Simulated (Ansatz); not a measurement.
**G0W0 on several functionals: BaCu2SnS4 (P3_121)**

How much of the starting functional survives in the G0W0 gap of BaCu2SnS4 (P3_121)?

Method: G0W0 on several functionals, plane waves, PAW, in Ansatz 0.2.0.

In doubt: one-shot GW on d or f shells is unsure, so the values of those runs are not to be relied on; masses and optical values from hybrid runs of this build are listed as unsure (step 4), which bears on the screening that GW takes from such a start.

## (1) Set-up

Symmetry: P3_121, No. 152, trigonal system. Conventional cell: a = 6.437 Å, b = 6.437 Å, c = 15.831 Å, α = 90.00°, β = 90.00°, γ = 120.00°. Ba has 8 S at 3.23 to 3.34 Å nearest. Cu has 4 S at 2.33 to 2.39 Å nearest. Nearest to Sn lie 4 S at 2.45 to 2.46 Å. S has 2 Cu at 2.33 to 2.37 Å and 1 Sn at 2.46 Å and 2 Ba at 3.23 to 3.24 Å nearest. Nearest to S lie 2 Cu at 2.33 to 2.39 Å and 1 Sn at 2.45 Å and 2 Ba at 3.26 to 3.34 Å. Farther neighbours and most contacts between anions are not listed.

The cell and positions are those that the Materials Project relaxed with its own functionals (PBE, PBE+U or r2SCAN), kept fixed. Spin-orbit coupling is left out unless a step names it. The default PAW set here is soft_2. Its files were made with PBE.

## (2) G0W0 on LDA

G0W0 replaces the xc potential by the self-energy, built once from these orbitals. Only a window of levels is corrected, while the sums run over the empty bands that the input names.

This step: G0W0 on LDA, plane waves, PAW.

Input file input.yaml:

```yaml
crystal:
  lattice:
    - [6.4365004231, 0.0, 0.0]
    - [-3.2182502115, 5.5741728779, 0.0]
    - [0.0, 0.0, 15.830995]
  atoms:
    - { symbol: Ba, position: [0.426402, 0.426402, 0.5] }
    - { symbol: Ba, position: [0.0, 0.573598, 0.16666667] }
    - { symbol: Ba, position: [0.573598, 0.0, 0.83333333] }
    - { symbol: Cu, position: [0.369782, 0.43384, 0.745199] }
    - { symbol: Cu, position: [0.935942, 0.56616, 0.92146767] }
    - { symbol: Cu, position: [0.43384, 0.369782, 0.254801] }
    - { symbol: Cu, position: [0.064058, 0.630218, 0.41186567] }
    - { symbol: Cu, position: [0.56616, 0.935942, 0.07853233] }
    - { symbol: Cu, position: [0.630218, 0.064058, 0.58813433] }
    - { symbol: Sn, position: [0.704992, 0.0, 0.33333333] }
    - { symbol: Sn, position: [0.0, 0.704992, 0.66666667] }
    - { symbol: Sn, position: [0.295008, 0.295008, 0.0] }
    - { symbol: S, position: [0.765195, 0.65191, 0.335819] }
    - { symbol: S, position: [0.886715, 0.234805, 0.00248567] }
    - { symbol: S, position: [0.34809, 0.113285, 0.66915233] }
    - { symbol: S, position: [0.113285, 0.34809, 0.33084767] }
    - { symbol: S, position: [0.234805, 0.886715, 0.99751433] }
    - { symbol: S, position: [0.65191, 0.765195, 0.664181] }
    - { symbol: S, position: [0.939587, 0.440447, 0.54641] }
    - { symbol: S, position: [0.50086, 0.060413, 0.21307667] }
    - { symbol: S, position: [0.060413, 0.50086, 0.78692333] }
    - { symbol: S, position: [0.440447, 0.939587, 0.45359] }
    - { symbol: S, position: [0.49914, 0.559553, 0.12025667] }
    - { symbol: S, position: [0.559553, 0.49914, 0.87974333] }
kpoints:
  mp_grid: { grid: [6, 6, 2] }
hamiltonian:
  xc: lda
scf:
  occupations: { method: fixed }
gw:
  n_empty_bands: 691
  ecut_chi: 66
  qp_bands: [v2, c2]
  qp_kpoints: band_edges
  screening: { model: contour_deformation }
```

On the command line:

```bash
$ ansatz run input.yaml --threads 32 --pin off --max-ram 129024MiB --backend cuda --events-out ev --progress --plain --runs-dir out --devices 1 --max-vram 157GiB  # rebuilt from the run's record
```

Numbers of over 12 decimals in the logs are rounded to 6 here.

What it wrote:

```text
GPUs: using 1 of 1 available (devices: 1).
Engine: ansatz 0.2.0, aarch64-unknown-linux-gnu
Pseudopotentials: kind: paw
Pseudopotential: Ba, paw, valence charge 10, recommended cutoff 420 eV (normal), Ba.paw.azcp
Pseudopotential: Cu, paw, valence charge 19, recommended cutoff 420 eV (normal), Cu.paw.azcp
Pseudopotential: Sn, paw, valence charge 14, recommended cutoff 420 eV (normal), Sn.paw.azcp
Pseudopotential: S, paw, valence charge 6, recommended cutoff 420 eV (normal), S.paw.azcp
Functional definition: SPW92
  exchange = slater_x
  correlation = pw_c
[...]
Crystal: 24 atoms, lattice volume = 567.987 Å³
Basis set: ecut = 420 eV, 11105 PW (Γ)
Bands: 155, of which v1, the nominal top of the filled ones, is band 129 counted from 1 (128 counted from 0)
Symmetry: 6 space group operations
Space group: P3121 (ITA 152), of the structure as read, at distance tolerance 8.3e-5 Å
k-points: 14 of 72 (time reversal used)
Non-local potential: Ba, projectors of the file, l = 0: 3, l = 1: 2, l = 2: 2, l = 3: 2
Non-local potential: Cu, projectors of the file, l = 0: 3, l = 1: 2, l = 2: 3, l = 3: 1
Non-local potential: Sn, projectors of the file, l = 0: 2, l = 1: 2, l = 2: 2, l = 3: 2
Non-local potential: S, projectors of the file, l = 0: 2, l = 1: 2, l = 2: 2
PAW form: soft (Blöchl's): semilocal exchange-correlation on the pseudo side does not see the compensation charge
PAW frozen core: Ba, regenerated for the run's functional, and the local potential with it (the file was generated under x = pbe(κ = 0.804, μ = 0.219515), c = pbe(β = 0.066725))
PAW frozen core: Cu, regenerated for the run's functional, and the local potential with it (the file was generated under x = pbe(κ = 0.804, μ = 0.219515), c = pbe(β = 0.066725))
PAW frozen core: Sn, regenerated for the run's functional, and the local potential with it (the file was generated under x = pbe(κ = 0.804, μ = 0.219515), c = pbe(β = 0.066725))
PAW frozen core: S, regenerated for the run's functional, and the local potential with it (the file was generated under x = pbe(κ = 0.804, μ = 0.219515), c = pbe(β = 0.066725))
PAW one-centre angular grid: Ba, 194 points (default); XC on 64 Gauss nodes
PAW one-centre angular grid: Cu, 590 points (default); XC on 64 Gauss nodes
PAW one-centre angular grid: Sn, 590 points (default); XC on 64 Gauss nodes
[...]
Initial density: superposition of atomic densities (neutral atoms: chi_scale 0, normalization atom), corrected by the library's trained network
Initial wavefunctions: pseudopotential atomic-orbital guess
[...]
Functional: x = slater, c = lda
SCF iter   1: F=—  HF=-84765.886735 eV  |F-HF|=—  |Δ(HF+E_count)|=         —  Δρ=1.11e-2  dr2=4.52e-1  ethr=1.77e-3  ⟨swp⟩=4.0  Hψ=7859  notcnv=0  defer=323
preconditioner: auto → Resta (q_TF=auto, 2.392 Å⁻¹)  ε∞=5.1  [insulator: Δε(μ)=0.186 eV  Ē_g=11.057 eV  n_scr=150 (ndim 8)  ℏωp=22.3 eV  f_vac=0.072  ε∞_Penn≈5.1]
SCF iter   2: F=—  HF=-84765.869471 eV  |F-HF|=—  |Δ(HF+E_count)|=   1.73e-2  Δρ=9.87e-3  dr2=4.11e-1  ethr=1.75e-4  ⟨swp⟩=2.0  Hψ=4349  notcnv=0  defer=327
SCF iter   3: F=—  HF=-84765.786364 eV  |F-HF|=—  |Δ(HF+E_count)|=   8.31e-2  Δρ=4.37e-3  dr2=6.43e-2  ethr=1.59e-4  ⟨swp⟩=2.1  Hψ=3686  notcnv=0  defer=329
SCF iter   4: F=—  HF=-84765.772797 eV  |F-HF|=—  |Δ(HF+E_count)|=   1.36e-2  Δρ=1.07e-3  dr2=4.43e-3  ethr=2.49e-5  ⟨swp⟩=2.0  Hψ=4283  notcnv=0  defer=334
SCF iter   5: F=—  HF=-84765.771900 eV  |F-HF|=—  |Δ(HF+E_count)|=   8.97e-4  Δρ=1.85e-4  dr2=1.76e-4  ethr=1.72e-6  ⟨swp⟩=2.0  Hψ=3676  notcnv=0  defer=322
SCF iter   6: F=—  HF=-84765.771888 eV  |F-HF|=—  |Δ(HF+E_count)|=   1.18e-5  Δρ=8.87e-5  dr2=3.59e-5  ethr=6.82e-8  ⟨swp⟩=2.0  Hψ=3701  notcnv=0  defer=276
SCF iter   7: F=—  HF=-84765.771888 eV  |F-HF|=—  |Δ(HF+E_count)|=   7.03e-8  Δρ=1.44e-5  dr2=2.09e-6  ethr=1.39e-8  ⟨swp⟩=2.0  Hψ=3493  notcnv=0  defer=275
SCF iter   8: F=—  HF=-84765.771889 eV  |F-HF|=—  |Δ(HF+E_count)|=   5.34e-7  Δρ=1.25e-5  dr2=1.11e-6  ethr=8.09e-10  ⟨swp⟩=2.0  Hψ=3701  notcnv=0  defer=275
SCF iter   9: F=-84765.771889 eV  HF=-84765.771889 eV  |F-HF|=3.23e-9  |Δ(HF+E_count)|=   7.67e-9  Δρ=3.38e-6  dr2=6.16e-8  ethr=3.88e-11  ⟨swp⟩=12.4  Hψ=12151  notcnv=0
SCF 1 converged in 9 iterations: F = -84765.771889 eV  dr2 = 6.16e-8
  greatest PAW one-centre occupation: 1.000 electrons in one spin orbital (limit 2), on the Cu atom at site 8 (counted from 0), in its partial waves of l = 0
[...]
NSCF: frozen V_eff on 14 k-points
the band table was solved once the SCF had ended and its energy, with any forces and stress, was formed, with the checks that follow a solve (7661 applications of the Hamiltonian). They found nothing against the state; the energy, forces and stress were not computed again (output.eigenvalues in the input reference)
[...]
NSCF: frozen V_eff on 14 k-points
G₀W₀ screening: q 1/14
[... further progress lines ...]
SCF converged after 9 iterations
Free energy (F): -84765.771889 eV
Harris-Foulkes:  -84765.771889 eV  (|F-HF|=3.23e-9)
Internal energy: -84765.771889 eV  (E = F + TS)
E sigma→0 (E₀):  -84765.771889 eV
Fermi energy:    7.335787 eV
--- Per-component energies (eV) ---
  E_band       = -3625.526123
  E_kinetic    = 4154.018910
  E_local      = -43237.831259  (includes V_loc(G=0)·N_el)
  E_nonlocal   = 2863.927998
  E_hartree    = 19540.187022
  E_xc         = -3316.585728
  E_vxc        = -2436.569937  (∫ρ·V_xc dr)
  E_paw        = -43593.137663  (= ΣΔE_a)
  E_vpaw       = -4049.413702  (= ΣTr[D̂ρ^β])
  E_aug_tail   = 0.001254  (compensation charges beyond the density's cutoff)
  E_ewald      = -21183.010994
  E_core_change = 6.658572  (= ΣΔE_core)
  E_smearing   = -0.000000  (= −TS)
  E_closure    = -0.000000  (closes the sum)
  Σ components = -84765.771889   (vs F -84765.771889, Δ=0.00e0)
--- Band table (eV; the first three rows and the last of 14) ---
[... rows of the band table ...]
--- G₀W₀: contour deformation, 8 samples at zero and on the imaginary axis and 2 off it, 72 q-points, 691 empty bands' worth ---
  eigenvalues of the whole cell's RPA ε∞ on this k-mesh (on a slab, of 1 + 4πα/V) = 11.4352, 22.2174, 22.2174; static W/v taken at q = 0 is 0.055623
  bands read: the sum over 820 bands ends inside a degenerate multiplet in 2 slots, whose members it reads at an even weight; the widest, k=12: bands 820 to 821 (counted from 1) at 1/2 each
  gw.qp_kpoints: band_edges: 14 of 14 stored k-points solved, in 1 pass; an edge of the gap read off the rows below is read off those points alone
    ik  band        ε_KS         Σx   Σc(E_QP)       V_xc       Z   E_QP_lin       E_QP  E_QP is
     0   128      7.3358   -31.5678     4.5046   -26.9553  0.6534     7.2259     7.2279  root
     0   129      7.3358   -31.5678     4.5046   -26.9553  0.6534     7.2259     7.2279  root
     0   130      7.6121   -11.4930    -2.7766   -15.0062  0.7170     8.2744     8.3487  root
     0   131      8.6445   -13.8111    -2.8589   -17.4041  0.6936     9.3226     9.3786  root
     1   128      7.2241   -32.0460     4.7617   -27.1527  0.6490     7.0890     7.0925  root
     1   129      7.3035   -30.8523     4.4147   -26.3299  0.6543     7.1938     7.1958  root
     1   130      8.2072   -14.4285    -2.2537   -17.3415  0.7010     8.8011     8.8664  root
     1   131      8.2072   -14.4285    -2.2537   -17.3415  0.7010     8.8011     8.8664  root
     2   128      7.0853   -32.0043     4.8952   -26.9674  0.6456     6.9393     6.9436  root
     2   129      7.2372   -31.6456     4.6200   -26.9090  0.6507     7.1181     7.1206  root
     2   130      8.2065   -15.2742    -1.9818   -17.8747  0.6982     8.7604     8.8252  root
     2   131      8.6205   -13.8228    -2.8535   -17.4142  0.6943     9.3009     9.3585  root
     3   128      7.1510   -31.9587     4.8084   -27.0171  0.6475     7.0141     7.0177  root
     3   129      7.1731   -31.1954     4.6002   -26.4771  0.6501     7.0524     7.0550  root
     3   130      8.3940   -14.5738    -2.4132   -17.6731  0.6966     9.0173     9.0801  root
     3   131      8.4593   -14.5353    -2.4136   -17.6247  0.6952     9.0738     9.1351  root
     4   128      6.9438   -31.8606     5.0297   -26.6794  0.6412     6.7871     6.7924  root
     4   129      7.0662   -32.0239     4.9087   -26.9762  0.6448     6.9231     6.9272  root
     4   130      8.4950   -14.3795    -2.6394   -17.7371  0.6939     9.1542     9.2132  root
     4   131      8.5643   -13.8266    -2.8741   -17.4488  0.6951     9.2549     9.3123  root
     5   128      6.9445   -32.3317     5.0652   -27.1223  0.6400     6.7957     6.8003  root
     5   129      7.0037   -31.8023     4.9068   -26.7580  0.6432     6.8622     6.8662  root
     5   130      8.5132   -14.5909    -2.6333   -17.9457  0.6938     9.1757     9.2347  root
     5   131      8.5633   -13.8792    -2.8174   -17.4320  0.6937     9.2425     9.2987  root
[...]
12   128      6.9385   -32.1605     5.1245   -26.8819  0.6400     6.7788     6.7843  root
    12   129      6.9385   -32.1605     5.1245   -26.8819  0.6400     6.7788     6.7843  root
    12   130      8.2655   -13.7840    -2.6970   -17.2103  0.7026     8.9300     8.9949  root
    12   131      8.6835   -13.6943    -2.9702   -17.4172  0.6920     9.3836     9.4362  root
    13   128      6.9568   -32.8451     5.2704   -27.4117  0.6387     6.7874     6.7939  root
    13   129      6.9568   -32.8451     5.2704   -27.4117  0.6387     6.7874     6.7939  root
    13   130      8.3972   -13.8446    -2.7612   -17.3436  0.6994     9.0729     9.1350  root
    13   131      8.3972   -13.8446    -2.7612   -17.3436  0.6994     9.0729     9.1350  root
```

Run time: 2.3 min. Hardware: 1 × NVIDIA GB200 with 32 threads of Arm Neoverse V2, shared host; peak memory 5.7 GiB.

Numbers from this step:

- bands summed: 820
- RPA ε∞ on this mesh (eigenvalues): 11.44, 22.22, 22.22
- plane waves in the screening matrix: 723
- q-points in the mesh: 72
- G0W0 gap on the mesh: 1.121 eV
- k of the valence top: 0, 0, 0
- k of the conduction bottom: 0, 0, 0
- starting gap on the mesh: 0.2763 eV
- Z at the valence top: 0.6534
- Z at the conduction bottom: 0.7170
- least direct G0W0 gap on the computed points: 1.121 eV

The gap on the mesh goes from 0.28 eV to 1.12 eV, a correction of +0.84 eV. Between the two edge states, bare exchange in place of the xc potential would open the gap by 8.13 eV, and correlation takes back 7.28 eV.

## (3) G0W0 on r2SCAN

The same correction from a different start measures what one shot leaves open.

This step: G0W0 on r2SCAN, plane waves, PAW.

input.yaml, as its differences from that of step 2:

```diff
@@ -33,3 +33,3 @@
 hamiltonian:
-  xc: lda
+  xc: r2scan
 scf:
```

What it wrote:

```text
GPUs: using 1 of 1 available (devices: 1).
[...]
Crystal: 24 atoms, lattice volume = 567.987 Å³
Basis set: ecut = 500 eV, 14439 PW (Γ), exchange–correlation on 192×192×480 points (64 copies of the dense FFT grid, shifted against one another)
Bands: 155, of which v1, the nominal top of the filled ones, is band 129 counted from 1 (128 counted from 0)
[... 1 set-up line as in the run before ...]
[...]
k-points: 14 of 72 (time reversal used)
[...]
SCF iter   1: F=—  HF=-86689.686037 eV  |F-HF|=—  |Δ(HF+E_count)|=         —  Δρ=2.10e-2  dr2=1.67e0  dr2_τ=7.42e-2  ethr=1.77e-3  ⟨swp⟩=4.6  Hψ=7279  notcnv=0  defer=323
[...]
SCF iter   7: F=—  HF=-86689.690633 eV  |F-HF|=—  |Δ(HF+E_count)|=   1.46e-6  Δρ=1.05e-4  dr2=5.20e-5  dr2_τ=2.66e-7  ethr=7.40e-8  ⟨swp⟩=1.2  Hψ=1913  notcnv=0  defer=277
[...]
SCF 1 converged in 9 iterations: F = -86689.690630 eV  dr2 = 3.61e-8
[...]
SCF converged after 9 iterations
[...]
0   128      7.5711   -33.3628     4.8893   -28.3713  0.6894     7.4685     7.4689  root
     0   129      7.5711   -33.3628     4.8893   -28.3713  0.6894     7.4685     7.4689  root
     0   130      8.2130   -11.0987    -2.9038   -14.4420  0.7679     8.6610     8.6524  root
     0   131      9.1421   -13.5009    -2.8826   -16.9269  0.7449     9.7087     9.6855  root
     1   128      7.4563   -33.8879     5.1303   -28.6379  0.6844     7.3360     7.3366  root
     1   129      7.5475   -32.6619     4.7975   -27.7506  0.6905     7.4332     7.4337  root
     1   130      8.7153   -13.4439    -2.5356   -16.4531  0.7535     9.2008     9.1889  root
     1   131      8.7153   -13.4439    -2.5356   -16.4531  0.7535     9.2008     9.1889  root
[...]
13   128      7.2063   -34.6005     5.5831   -28.8602  0.6735     7.0478     7.0491  root
    13   129      7.2063   -34.6005     5.5831   -28.8602  0.6735     7.0478     7.0491  root
    13   130      8.8963   -13.5294    -2.7855   -16.8507  0.7506     9.4523     9.4320  root
    13   131      8.8963   -13.5294    -2.7855   -16.8507  0.7506     9.4523     9.4320  root
```

Run time: 2.5 min. Hardware: 1 × NVIDIA GB200 with 32 threads; peak memory 10 GiB.

This step gave:

- bands summed: 820
- RPA ε∞ on this mesh (eigenvalues): 7.608, 8.465, 8.465
- plane waves in the screening matrix: 723
- q-points in the mesh: 72
- G0W0 gap on the mesh: 1.184 eV
- k of the valence top: 0, 0, 0
- k of the conduction bottom: 0, 0, 0
- starting gap on the mesh: 0.6419 eV
- Z at the valence top: 0.6894
- Z at the conduction bottom: 0.7679
- least direct G0W0 gap on the computed points: 1.184 eV

Against the run with 6×6×2 mesh, 691 empty bands, screening to 66 eV on LDA, the gap moves by +0.06 eV, while the start moved by +0.37 eV.

## (4) G0W0 on HSE06

This step: G0W0 on HSE06, plane waves, PAW.

input.yaml, as its differences from that of step 3:

```diff
@@ -33,3 +33,3 @@
 hamiltonian:
-  xc: r2scan
+  xc: hse06
 scf:
```

What it wrote:

```text
GPUs: using 1 of 1 available (devices: 1).
[...]
davidson cushion auto → on  (no smearing: the cushion is to keep the highest requested band from converging to the state above it; pin scf.eigensolver.cushion to override)
[...]
Crystal: 24 atoms, lattice volume = 567.987 Å³
Basis set: ecut = 420 eV, 11105 PW (Γ)
Bands: 155, of which v1, the nominal top of the filled ones, is band 129 counted from 1 (128 counted from 0)
[... 1 set-up line as in the run before ...]
[...]
k-points: 14 of 72 (time reversal used)
[...]
1   129      6.9163   -29.7574     3.8466   -26.2036  0.7496     7.2077     7.2091  root
     1   130      8.8820   -11.8307    -2.8979   -15.2207  0.7934     9.3771     9.3740  root
     1   131      8.8820   -11.8307    -2.8979   -15.2207  0.7934     9.3771     9.3740  root
[...]
13   128      6.4697   -31.2141     4.4281   -27.0893  0.7381     6.7712     6.7729  root
    13   129      6.4697   -31.2141     4.4281   -27.0893  0.7381     6.7712     6.7729  root
    13   130      9.0868   -12.1578    -2.9768   -15.6709  0.7919     9.6272     9.6231  root
    13   131      9.0868   -12.1578    -2.9768   -15.6709  0.7919     9.6272     9.6231  root
```

Run time: 4.2 min. Hardware: 1 × NVIDIA GB200 with 32 threads; peak memory 10 GiB.

This step gave:

```yaml
bands_summed: 820
rpa_eps_infinity_on_this_mesh_eigenvalues: 5.518, 5.658, 5.658
plane_waves_in_the_screening_matrix: 723
g0w0_gap_on_the_mesh: 1.601 eV
k_of_the_valence_top: 0, 0, 0
k_of_the_conduction_bottom: 0, 0, 0
starting_gap_on_the_mesh: 1.479 eV
least_direct_g0w0_gap_on_the_computed_points: 1.601 eV
```

Against the run with 6×6×2 mesh, 691 empty bands, screening to 66 eV on r2SCAN, the gap moves by +0.42 eV, while the start moved by +0.84 eV.

## (5) Side by side

All on the 6×6×2 mesh with 691 empty bands and screening to 66 eV. Times are wall times on 1 × NVIDIA GB200 with 32 threads of Arm Neoverse V2, shared host, good to a factor of about two.

```csv
start,starting gap (eV),shift (eV),G0W0 gap (eV),RPA ε∞ (harmonic mean),"Z (valence, conduction)",time
LDA,0.28,+0.84,1.12,16.90,"0.65, 0.72",2.3 min
r2SCAN,0.64,+0.54,1.18,8.16,"0.69, 0.77",2.5 min
HSE06,1.48,+0.12,1.60,5.61,"0.75, 0.80",4.2 min
```

The parts of the quasiparticle energy at the two band edges (eV; QP = start + Σx + Σc − Vxc):

```csv
run,edge,start,Σx,Σc,Vxc,Z,QP
LDA,valence top,7.34,-31.57,4.50,-26.96,0.65,7.23
LDA,conduction bottom,7.61,-11.49,-2.78,-15.01,0.72,8.35
r2SCAN,valence top,7.57,-33.36,4.89,-28.37,0.69,7.47
r2SCAN,conduction bottom,8.21,-11.10,-2.90,-14.44,0.77,8.65
HSE06,valence top,6.93,-30.18,3.89,-26.59,0.75,7.24
HSE06,conduction bottom,8.41,-10.47,-3.04,-13.94,0.80,8.84
```

For a hybrid start, Vxc holds its share of exact exchange.

## (6) Results

```yaml
g0w0_lda: 1.12 eV (start 0.28 eV)
g0w0_r2scan: 1.18 eV (start 0.64 eV)
g0w0_hse06: 1.60 eV (start 1.48 eV)
known_limits: not at the basis limit; d shell near the gap, gap tends to lie low; no spin-orbit coupling; coarse k mesh
```

In words: The starting gaps span 1.20 eV and the G0W0 gaps 0.48 eV. Between LDA and HSE06, 0.48 eV of the 1.20 eV survives, 40 %. The smallest correction, +0.12 eV, is on HSE06, the start nearest to reproducing itself. Bands and cutoff are finite, so the gap is not at the basis limit. The miss can reach some tenths of an eV and take either sign; the mesh is an error of its own. The 6×6×2 mesh is coarse for this cell (its supercell is 32 Å along the shortest edge). The RPA ε∞ on it, from the LDA start, is 11.44 and 22.22; such meshes misread the long-range screening, most where the gap is narrow. A d shell, filled or nearly so, lies near the gap. One-shot GW converges very slowly in bands there, not always from below, and on a semilocal start the gap tends to come out low; starts rich in exact exchange can overshoot instead. The many-body steps are scalar-relativistic: spin-orbit coupling is not in them.

[Paths, hosts, dates, memory and timing lines, banners, echoed tables and standing remarks are left out of the program output.]

[Logs are printed without paths, hosts, clocks, repeated set-up lines and the standing remarks that a program may print on its own settings, such as how far it seeks lower states.]

[Runs of the session that timed out or met a known fault of the program may be left out.]

[Cells called generated may have been cut or substituted from an entry of the Crystallography Open Database or the Materials Project.]

[Hosts, paths, dates, database ids (printed as entryN), source tags and the programs' standing remarks are cut or masked in the printed files.]
